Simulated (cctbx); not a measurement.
## Symmetry from intensities

Cell: a = 3.0520 Å, b = 3.0520 Å, c = 32.2160 Å, α = 90.00°, β = 90.00°, γ = 120.00°. Expected content of the cell: Cu3 Ni3 Na6 O12.

Simulated single-crystal data (cctbx): Ag Kα, λ = 0.56087 Å, to d = 0.75 Å, 50 % of the full sphere, strongest reflection 40000 counts, noise from counting, a 4 % proportional error and a noise floor of 4 counts (s.d.); no absorption, some extinction.

A first pass over the reflections prints:

```text
1263 reflections to d = 0.753 A
centring   violations  <I/sigma> of those
    A        173 of   643      4.8
    B        163 of   639      4.6
    C        174 of   640      4.9
    I        179 of   634      5.0
    R          0 of   822     -0.0
    F        255 of   961      4.8
Laue class    unique    Rint  (classes that these axes allow; Friedel mates merged)
R -3 :H           144   0.029
R -3 m :H         112   0.031
space group    extra absences  I>4sigma  <I/sigma>
R 3 2 :H                0          0         -  acentric
R 3 m :H                0          0         -  acentric
R -3 m :H               0          0         -  centric
Wilson B = 0.79 A^2   <|E^2-1|> = 0.885 (0.968 centric, 0.736 acentric)   E^2>4: 0.9 %
shell (A)         n   <I/sigma>
10.74 - 1.51     18     19.8
 1.51 - 1.20     17     23.9
 1.20 - 1.04     10     29.8
 1.04 - 0.95     15     24.8
 0.95 - 0.88     12     27.6
 0.88 - 0.83     14     24.4
 0.83 - 0.79     13     17.4
 0.79 - 0.75     13     26.6
```

Q: Read the symmetry from these tables.

The reflections that R centring forbids are absent (⟨I/σ⟩ near 0), so the lattice is R.

Rint stays low (0.029 to 0.031) up to R -3 m :H, the highest class in these axes.

3 settings pass the absence test. No glide or screw absences show, which leaves R 3 2, R 3 m and R -3 m.

⟨|E²−1|⟩ = 0.885 leans to a centrosymmetric structure. The Wilson B of 0.79 Å² means U ≈ 0.0100 Å².

The true group is R-3m (no. 166), Laue class -3m, centrosymmetric. The tables only narrow the choice to the tied entries; cell content, site symmetry and trial solutions must settle it.

The model was made for the exercise: a known structure type with other elements put in, its volume estimated, not relaxed; displacement parameters are assumed.

[Logs are printed without paths, hosts, clocks, repeated set-up lines and the standing remarks that a program may print on its own settings, such as how far it seeks lower states.]
